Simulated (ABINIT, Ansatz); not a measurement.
# Ba2CaMoO6 (Fm-3m): G0W0 with ABINIT, start to end, part 2 of 2

Wanted: ground state, empty states, screening and self-energy for Ba2CaMoO6 (Fm-3m).

ABINIT 10.8.3; LDA and many-body steps on it, plane waves. Known limits of the many-body steps: not at the basis limit; no spin-orbit coupling; coarse k mesh.

So far. Step 2 (Ground state): The gap is indirect, with the least direct gap 0.06 eV higher. Step 3 (Empty states on the mesh, 2×2×2 mesh, 525 bands): On this mesh the gap is 2.125 eV.

### 4. Screening, 2×2×2 mesh, 479 bands, screening to 217.7 eV

The RPA dielectric matrix is built and inverted for each q.

This step: RPA screening on LDA, plane waves, norm-conserving pseudopotentials.

File run.abi:

```
acell 3*1.0 Angstrom
rprim 
  -0.000000000000 4.190056500000 4.190056500000
  4.190056500000 -0.000000000000 4.190056500000
  4.190056500000 4.190056500000 -0.000000000000
ntypat 4
znucl 56 20 42 8
natom 10
typat 1 1 2 3 4 4 4 4 4 4
xred 
  0.250000000000 0.250000000000 0.250000000000
  0.750000000000 0.750000000000 0.750000000000
  0.000000000000 0.000000000000 0.000000000000
  0.500000000000 0.500000000000 0.500000000000
  0.728140000000 0.271860000000 0.271860000000
  0.271860000000 0.728140000000 0.271860000000
  0.271860000000 0.728140000000 0.728140000000
  0.728140000000 0.271860000000 0.728140000000
  0.271860000000 0.271860000000 0.728140000000
  0.728140000000 0.728140000000 0.271860000000
pp_dirpath "pseudos"
pseudos "Ba.upf, Ca.upf, Mo.upf, O.upf"
ecut 36
ngkpt 2 2 2
nshiftk 1
shiftk 0 0 0
kptopt 1
chksymbreak 0
istwfk *1
occopt 1
irdwfk 1
optdriver 3
nband 479
ecuteps 8
inclvkb 2
awtr 1
symchi 1
indata_prefix "in"
outdata_prefix "out"
tmpdata_prefix "tmp"
```

Run with:

```sh
$ OMP_NUM_THREADS=1 mpirun -n 4 abinit run.abi > log
```

Numbers of over 12 decimals in the logs are rounded to 6 here.

Output:

```text
.Version 10.8.3 of ABINIT. v10.8.2 released Aug 2026.

 Symmetries : space group Fm -3 m (#225); Bravais cF (face-center cubic)
[... echo of the input left out ...]
== DATASET  1 ==================================================================
-   mpi_nproc: 4, omp_nthreads: 1 (-1 if OMP is not activated)

--- !DatasetInfo
iteration_state: {dtset: 1, }
dimensions: {natom: 10, nkpt: 3, mband: 479, nsppol: 1, nspinor: 1, nspden: 1, mpw: 10272, }
cutoff_energies: {ecut:  36.0, pawecutdg:  -1.0, }
electrons: {nelect:   8.00000000E+01, charge:   0.00000000E+00, occopt:   1.00000000E+00, tsmear:   1.00000000E-02, }

 SCREENING: Calculation of the susceptibility and dielectric matrices

 Based on a program developped by R.W. Godby, V. Olevano, G. Onida, and L. Reining.
 Incorporated in ABINIT by V. Olevano, G.-M. Rignanese, and M. Torrent.
.Using double precision arithmetic ; gwpc =  8

[... cell and pseudopotentials left out ...]
--------------------------------------------------------------------------------

 ==== K-mesh for the wavefunctions ====
 Number of points in the irreducible wedge :     3
[... list of points left out ...]
 Together with 48 symmetry operations and time-reversal symmetry
 yields     8 points in the full Brillouin Zone.

 ==== Q-mesh for the screening function ====
 Number of points in the irreducible wedge :     3
[... list of points left out ...]
 Together with 48 symmetry operations and time-reversal symmetry
 yields     8 points in the full Brillouin Zone.

 setmesh: FFT mesh size selected  =    45x   45x   45
          total number of points  =        91125

 vcoul_init : cutoff-mode = AUXILIARY_FUNCTION
 q-points for optical limit:   1
     1)      0.000010    0.000020    0.000030

- screening: taking advantage of time-reversal symmetry
- Maximum band index for partially occupied states nbvw = 40
- Remaining bands to be divided among processors   nbcw = 439
- Number of bands treated by each node ~109

 Number of electrons calculated from density =   80.0000; Expected =   80.0000
 average of density, n =  0.080576
 r_s =    1.4363
 omega_plasma =   27.3815 [eV]

 calculating chi0 at frequencies [eV] :
  1    0.000000E+00    0.000000E+00
  2    0.000000E+00    2.738152E+01

--------------------------------------------------------------------------------
  q-point number  1        q = ( 0.000000, 0.000000, 0.000000) [r.l.u.]
--------------------------------------------------------------------------------
[... chi0 elements left out ...]
 For q-point:  0.000010 0.000020 0.000030
  dielectric constant =   5.2734
  dielectric constant without local fields =   6.4689

  Average fulfillment of the sum rule on Im[epsilon] for q-point    1 :     82.05  [%]
[... wings left out ...]
  q-point number  2        q = ( 0.500000, 0.000000, 0.000000) [r.l.u.]
--------------------------------------------------------------------------------
[... chi0 elements left out ...]
  Average fulfillment of the sum rule on Im[epsilon] for q-point    2 :     84.89  [%]

 [... 1 further q-points ...]
```

The job ended after 6.1 min (4 MPI ranks of Arm Neoverse V1, shared host; peak memory 3.8 GiB).

Numbers from this step:

| Item | Value |
| --- | --- |
| ε∞ with local fields, on this mesh, along the program's q direction | 5.273 |
| the same without local fields | 6.469 |
| plasma frequency | 27.38 eV |
| plane waves in the screening matrix | 1067 |

Local fields lower ε∞ by 18 %. On a Γ-centred mesh this coarse the value itself is usually too large, while a short band sum pulls it down.

### 5. Self-energy, 2×2×2 mesh, 479 bands, screening to 217.7 eV

The self-energy is evaluated for the states that the input lists, and the levels follow from it, in one-shot runs by the linearised quasiparticle equation.

This step: G0W0 on LDA, plane waves, norm-conserving pseudopotentials.

Changes to run.abi since step 4:

```diff
@@ -31,8 +31,17 @@
 irdwfk 1
-optdriver 3
+optdriver 4
 nband 479
+gwcalctyp 0
+ecutsigx 36
+symsigma 1
+nkptgw 2
+kptgw 
+  0.0000000000 0.0000000000 0.0000000000
+  0.5000000000 0.5000000000 0.0000000000
+bdgw 
+  38 43
+  38 43
 ecuteps 8
-inclvkb 2
-awtr 1
-symchi 1
+irdscr 1
+ppmodel 1
 indata_prefix "in"
```

Output:

```text
.Version 10.8.3 of ABINIT. v10.8.2 released Aug 2026.

 Symmetries : space group Fm -3 m (#225); Bravais cF (face-center cubic)
[... echo of the input left out ...]
== DATASET  1 ==================================================================
-   mpi_nproc: 4, omp_nthreads: 1 (-1 if OMP is not activated)

--- !DatasetInfo
iteration_state: {dtset: 1, }
dimensions: {natom: 10, nkpt: 3, mband: 479, nsppol: 1, nspinor: 1, nspden: 1, mpw: 10272, }
cutoff_energies: {ecut:  36.0, pawecutdg:  -1.0, }
electrons: {nelect:   8.00000000E+01, charge:   0.00000000E+00, occopt:   1.00000000E+00, tsmear:   1.00000000E-02, }

 SIGMA: Calculation of the GW corrections

 Based on a program developped by R.W. Godby, V. Olevano, G. Onida, and L. Reining.
 Incorporated in ABINIT by V. Olevano, G.-M. Rignanese, and M. Torrent.
.Using double precision arithmetic ; gwpc =  8

[... cell and pseudopotentials left out ...]
--------------------------------------------------------------------------------

 ==== K-mesh for the wavefunctions ====
 Number of points in the irreducible wedge :     3
[... list of points left out ...]
 Together with 48 symmetry operations and time-reversal symmetry
 yields     8 points in the full Brillouin Zone.

 ==== Q-mesh for screening function ====
 Number of points in the irreducible wedge :     3
[... list of points left out ...]
 Together with 48 symmetry operations and time-reversal symmetry
 yields     8 points in the full Brillouin Zone.

 vcoul_init : cutoff-mode = AUXILIARY_FUNCTION
 q-points for optical limit:   1
     1)      0.000010    0.000020    0.000030
 setmesh: FFT mesh size selected  =    64x   64x   64
          total number of points  =       262144

 Number of electrons calculated from density =   80.0000; Expected =   80.0000
 average of density, n =  0.080576
 r_s =    1.4363
 omega_plasma =   27.3815 [eV]

 === KS Band Gaps ===
  >>>> For spin  1
   Minimum direct gap =   2.1900 [eV], located at k-point      :   0.5000  0.5000  0.0000
   Fundamental gap    =   2.1254 [eV], Top of valence bands at :   0.0000  0.0000  0.0000
                                       Bottom of conduction at :   0.5000  0.5000  0.0000
 SIGMA fundamental parameters:
 PLASMON POLE MODEL  1
 number of plane-waves for SigmaX                10177
 number of plane-waves for SigmaC and W           1067
 number of plane-waves for wavefunctions         10177
 number of bands                                   479
 number of independent spin polarizations            1
 number of spinorial components                      1
 number of k-points in IBZ                           3
 number of q-points in IBZ                           3
 number of symmetry operations                      48
 number of k-points in BZ                            8
 number of q-points in BZ                            8
 number of frequencies for dSigma/dE                 9
 frequency step for dSigma/dE [eV]                0.25
 number of omega for Sigma on real axis              0
 max omega for Sigma on real axis  [eV]           0.00
 zcut for avoiding poles [eV]                     0.10

 EPSILON^-1 parameters (SCR file):
 dimension of the eps^-1 matrix on file           1067
 dimension of the eps^-1 matrix used              1067
 number of plane-waves for wavefunctions         10177
 number of bands                                   479
 number of q-points in IBZ                           3
 number of frequencies                               2
 number of real frequencies                          1
 number of imag frequencies                          1

 matrix elements of self-energy operator (all in [eV])

 Perturbative Calculation

--- !SelfEnergy_ee
iteration_state: {dtset: 1, }
kpoint     : [   0.000,    0.000,    0.000, ]
spin       : 1
KS_gap     :    2.520
QP_gap     :    4.023
Delta_QP_KS:    1.503
data: !SigmaeeData |
     Band     E0 <VxcDFT>   SigX SigC(E0)      Z dSigC/dE  Sig(E)    E-E0       E
       38   5.663 -19.542 -24.189   4.404   0.766  -0.305 -19.728  -0.186   5.476
       39   5.663 -19.542 -24.189   4.404   0.766  -0.305 -19.728  -0.186   5.476
       40   5.663 -19.542 -24.189   4.404   0.766  -0.305 -19.728  -0.186   5.476
       41   8.183 -17.434 -12.160  -3.634   0.802  -0.246 -16.118   1.317   9.499
       42   8.183 -17.434 -12.160  -3.634   0.802  -0.246 -16.118   1.317   9.499
       43   8.183 -17.434 -12.160  -3.634   0.802  -0.246 -16.118   1.317   9.499

--- !SelfEnergy_ee
iteration_state: {dtset: 1, }
kpoint     : [   0.500,    0.500,    0.000, ]
spin       : 1
KS_gap     :    2.190
QP_gap     :    3.680
Delta_QP_KS:    1.491
data: !SigmaeeData |
     Band     E0 <VxcDFT>   SigX SigC(E0)      Z dSigC/dE  Sig(E)    E-E0       E
       38   5.112 -19.846 -24.603   4.383   0.775  -0.291 -20.136  -0.290   4.822
       39   5.112 -19.846 -24.603   4.383   0.775  -0.291 -20.136  -0.290   4.822
       40   5.598 -19.374 -23.973   4.349   0.767  -0.304 -19.566  -0.192   5.406
       41   7.788 -16.723 -11.112  -4.005   0.808  -0.237 -15.424   1.298   9.087
       42   8.987 -19.494 -13.929  -3.774   0.791  -0.264 -18.077   1.416  10.404
       43   8.987 -19.494 -13.929  -3.774   0.791  -0.264 -18.077   1.416  10.404

== END DATASET(S) ==============================================================
================================================================================

 -outvars: echo values of variables after computation  --------
           etotal      0.0000000000E+00
            nband         479
             nkpt           3
          spgroup         225
 [... the other variables as echoed above ...]

 Calculation completed.
```

Wall time 4.5 min (4 MPI ranks); peak memory 3.8 GiB.

Numbers from this step:

* G0W0 gap on the points computed: 3.611 eV
* starting gap on the mesh: 2.125 eV
* k of the valence top: 0, 0, 0
* k of the conduction bottom: 0.5, 0.5, 0
* Z at the valence top: 0.766
* Z at the conduction bottom: 0.808
* least direct G0W0 gap on the computed points: 3.681 eV

The gap on the mesh goes from 2.13 eV to 3.61 eV, a correction of +1.49 eV.

Limits: finite bands, cutoff and mesh; no spin-orbit coupling; coarse k mesh. v1 is the top filled band, c1 the lowest empty one. Levels before and after the correction, in eV, zero at the valence-band top of each column:

```tsv
	conduction bottom	valence top
Kohn-Sham	2.13	0.00
G0W0	3.61	0.00
```

```tsv
	level	energy (eV)
Kohn-Sham	Γ v3-v1	0.000
Kohn-Sham	Γ c1-c3	2.520
Kohn-Sham	(0.5 0.5 0) v3-v2	-0.551
Kohn-Sham	(0.5 0.5 0) v1	-0.065
Kohn-Sham	(0.5 0.5 0) c1	2.125
Kohn-Sham	(0.5 0.5 0) c2-c3	3.324
G0W0	Γ v3-v1	0.000
G0W0	Γ c1-c3	4.023
G0W0	(0.5 0.5 0) v3-v2	-0.654
G0W0	(0.5 0.5 0) v1	-0.070
G0W0	(0.5 0.5 0) c1	3.611
G0W0	(0.5 0.5 0) c2-c3	4.928
```

### 6. Where the time went

Times are wall times on the hardware named with each run, good to a factor of about two.

```tsv
step	time	share	memory (GiB)
ground state	76 s	6 %	0.55
empty states on the mesh	8.7 min	42 %	0.6
screening	6.1 min	30 %	3.8
self-energy	4.5 min	22 %	3.8
```

### 7. Results

| Property | Result |
| --- | --- |
| LDA gap | 2.13 eV, indirect |
| G0W0 gap on the mesh | 3.61 eV |
| GW settings | 2×2×2 mesh, 479 bands, screening to 217.7 eV, Godby-Needs plasmon pole |
| known limits | not at the basis limit; no spin-orbit coupling; coarse k mesh |

In words: G0W0 moves the gap on the mesh from 2.13 eV to 3.61 eV (+1.49 eV), with Z of 0.77 and 0.81 at the edges. Local fields lower the RPA ε∞ on this mesh from 6.47 to 5.27; a Γ-centred mesh this coarse tends to raise both, most where the direct gap is narrow, while a short band sum lowers them. Only 2 of the mesh's irreducible points were corrected, so a valley elsewhere could overtake. Bands and cutoff are finite, so the gap is not at the basis limit. The miss can reach some tenths of an eV and take either sign; the mesh is an error of its own. In the G0W0 run levels were corrected at 2 k points alone, so a gap called «on the mesh» is the least over those, and an edge elsewhere would be missed. The 2×2×2 mesh is coarse for this cell, which bears on the long-range parts of exchange and screening. The many-body steps are scalar-relativistic: spin-orbit coupling is not in them.

[Paths, hosts, dates, memory and timing lines, banners, echoed tables and standing remarks are left out of the program output.]

[Logs are printed without paths, hosts, clocks, repeated set-up lines and the standing remarks that a program may print on its own settings, such as how far it seeks lower states.]

[Runs of the session that timed out or met a known fault of the program may be left out.]

[Hosts, paths, dates, database ids (printed as entryN), source tags and the programs' standing remarks are cut or masked in the printed files.]

[G0W0 gaps are taken among the corrected bands and points alone; a level outside them can change the order at an edge.]

[Where Ansatz stands beside ABINIT at settings called matched, ABINIT's density can come from a denser mesh and the files from another edition; pairs whose starting gaps differed by over 0.03 eV were left out, so agreement reads better than it is.]
